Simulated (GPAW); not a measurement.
# Screening of a field by a 8-layer slab of Ir(100), part 2 of 2

How does a 8-layer slab of Ir(100) screen a perpendicular field?

GPAW 26.7.0; GPAW, PAW setups; slab in vacuum, relaxation (the session's first sound run).

So far. Step 9 (In a field): The dipole is now 0.137 e Å, against -1.1e-5 in the run without a field.

## (10) Field on

run.py reads:

```python
import json
import numpy as np
from ase import Atoms
from gpaw import GPAW, PW
from gpaw.external import ConstantElectricField

slab = Atoms(
    ['Ir', 'Ir', 'Ir', 'Ir', 'Ir', 'Ir', 'Ir', 'Ir'],
    positions=[
        [1.35765, 1.35765, 8.00000],
        [0.00000, 0.00000, 9.92000],
        [1.35765, 1.35765, 11.84000],
        [0.00000, 0.00000, 13.76000],
        [1.35765, 1.35765, 15.70808],
        [-0.00000, 0.00000, 17.65038],
        [1.35765, 1.35765, 19.61531],
        [0.00000, 0.00000, 21.45888]],
    cell=[[2.71529, 0.0, 0.0], [0.0, 2.71529, 0.0], [0.0, 0.0, 29.44]],
    pbc=[True, True, False])

slab.calc = GPAW(mode=PW(400), xc='PBE', kpts={'size': (12, 12, 1), 'gamma': True},
                 occupations={'name': 'fermi-dirac', 'width': 0.1}, nbands='160%',
                 convergence={'density': 1e-05}, maxiter=200,
                 poissonsolver={'dipolelayer': 'xy'},
                 external=ConstantElectricField(0.3, [0, 0, 1]),
                 symmetry={'tolerance': 1e-3}, txt='slab.txt')
result = {}
energy = slab.get_potential_energy()
fermi = slab.calc.get_fermi_level()
v = slab.calc.get_electrostatic_potential().mean((0, 1)) - fermi
n = slab.calc.get_pseudo_density().mean((0, 1))
L = slab.cell[2, 2]
z = np.arange(len(v)) * L / len(v)
low, high = slab.positions[:, 2].min(), slab.positions[:, 2].max()
below, above = np.interp([low - 5.8, high + 5.8], z, v)
slopes = [np.interp(x, z, np.gradient(v, z)) for x in (low - 5.8, high + 5.8)]
eps = np.array([[slab.calc.get_eigenvalues(k, s) for k in range(len(slab.calc.get_ibz_k_points()))]
                for s in range(slab.calc.get_number_of_spins())]) - fermi
top, bottom = eps[eps < 0].max(), eps[eps > 0].min()
dipole = slab.get_dipole_moment()[2]
print(f'energy {energy:.4f} eV, Fermi level {fermi:.4f} eV, dipole {dipole:.5f} e A')
print(f'potential 5.8 A off the faces, from the Fermi level: lower {below:.4f} eV, upper {above:.4f} eV')
print(f'slope of the potential there: lower {slopes[0]:.5f}, upper {slopes[1]:.5f} eV/A')
print(f'nearest levels on the mesh: {top:.4f} and {bottom:.4f} eV')
print('magnetic moment', round(slab.get_magnetic_moment(), 3))
result.update(energy=energy, fermi=fermi, dipole=dipole, below=below, above=above, slopes=slopes, edges=[top, bottom],
              z=z.tolist(), v=v.tolist(), n=n.tolist(), positions=slab.positions.tolist(),
              forces=slab.get_forces(apply_constraint=False).tolist(), moments=slab.get_magnetic_moments().tolist())
json.dump(result, open('result.json', 'w'))
```

Launch:

```sh
OMP_NUM_THREADS=1 OPENBLAS_NUM_THREADS=1 python run.py
```

Elapsed: 14 min, on 1 thread of Intel Xeon 6975P-C (Granite Rapids), shared host; peak memory 0.78 GiB.

The electrostatic potential energy of an electron (without an applied field's), less the Fermi level, planar mean oscillates, so the rows of the table below give means over windows of 1.89 Å about each position, cut where the curve ends. Its maxima inside the range that stand out by 2 % of the span (Å: eV): 2.0: 8.06, 8.9: -2.59, 10.8: -3.66, 12.8: -4.19, 14.7: -4.31, 16.7: -5.03, 18.6: -5.27, 20.5: -7.33. Its minima: 8.0: -23.9, 9.9: -25.2, 11.9: -25.8, 13.8: -26.4, 15.7: -26.8, 17.7: -27.5, 19.7: -28.1, 21.4: -28.1.

The electrostatic potential energy of an electron (without an applied field's), less the Fermi level, planar mean by z; means over each step:

z (Å), electrostatic potential energy of an electron (without an applied field's), less the Fermi level, planar mean (eV) and a bar from the least value:
```
     0.94        7.8 ##############################
     2.83        8.1 ##############################
     4.73        8.0 ##############################
     6.62        3.7 #########################
     8.51      -12.4 #####
    10.40      -13.6 ####
    12.29      -14.2 ###
    14.18      -14.6 ###
    16.07      -15.2 ##
    17.96      -15.7 #
    19.85      -16.8 
    21.74      -15.0 ##
    23.62        2.5 #######################
    25.52        3.0 ########################
    27.41        3.0 ########################
    29.30        3.3 ########################
```

The dipole is now 0.205 e Å, against -1.1e-5 in the run without a field.

## (11) The series

The members are put on one axis.

This step: induced dipole against applied field (GPAW 26.7.0).

Table of dipole along the normal by field:

```tsv
field (V/Å)	dipole along the normal (e·Å)
-0.200	-0.137
-0.100	-0.0684
-0.050	-0.0343
0.000	-1.1e-5
0.050	0.0342
0.100	0.0683
0.200	0.137
0.300	0.205
```

## (12) A changed run

One more run, with changed settings.

This step: GPAW, PAW setups; slab in vacuum (GPAW 26.7.0).

run.py, as its differences from that of step 10:

```diff
@@ -4,3 +4,2 @@
 from gpaw import GPAW, PW
-from gpaw.external import ConstantElectricField
 
@@ -20,7 +19,6 @@
 
-slab.calc = GPAW(mode=PW(400), xc='PBE', kpts={'size': (12, 12, 1), 'gamma': True},
+slab.calc = GPAW(mode=PW(400), xc='pbe96', kpts={'size': (12, 12, 1), 'gamma': True},
                  occupations={'name': 'fermi-dirac', 'width': 0.1}, nbands='160%',
-                 convergence={'density': 1e-05}, maxiter=200,
+                 convergence={'density': 1e-05}, maxiter=75,
                  poissonsolver={'dipolelayer': 'xy'},
-                 external=ConstantElectricField(0.3, [0, 0, 1]),
                  symmetry={'tolerance': 1e-3}, txt='slab.txt')
```

Run time: 0.47 s. Hardware: 1 thread; peak memory 0.1 GiB.

The input was rejected at the start.

The program's message: “NameError: Unknown functional: pbe96.”

The change that led to it: xc = "pbe96".

## (13) Results

```
work function, both faces                      : 5.54 eV
dipole along the normal                        : -1.1e-5 e Å, near the numerical noise
induced dipole per field                       : 0.684 e Å per V/Å
out-of-plane polarisability per area, α/(ε0 A) : 16.8 Å
```

The field induces 0.684 e Å per V/Å, a polarisable thickness α/(ε0 A) of 16.8 Å beside 13.5 Å between the outermost nuclei. A perfect conductor would give the distance between its two image planes; a dielectric of thickness t gives t(1 - 1/ε). The measured value for this face is 5.96 eV (as compiled in "Anisotropic work function of elemental crystals", 2019, arxiv:1902.07811); the relaxed upper face lies 0.42 eV under it with PBE. Measured work functions scatter by a tenth of an eV or more between methods. The clean face reconstructs (W and Mo (100) only when cold), while this slab is an unreconstructed 1×1 cell, so the two are not the same surface. The induced dipole is linear in the field over this range. The in-plane lattice was kept as typed, which isn't the functional's own and leaves some strain; spin-orbit coupling and temperature are left out.

[Logs are printed without paths, hosts, clocks, repeated set-up lines and the standing remarks that a program may print on its own settings, such as how far it seeks lower states.]

[Hosts, paths, dates, database ids (printed as entryN), source tags and the programs' standing remarks are cut or masked in the printed files.]
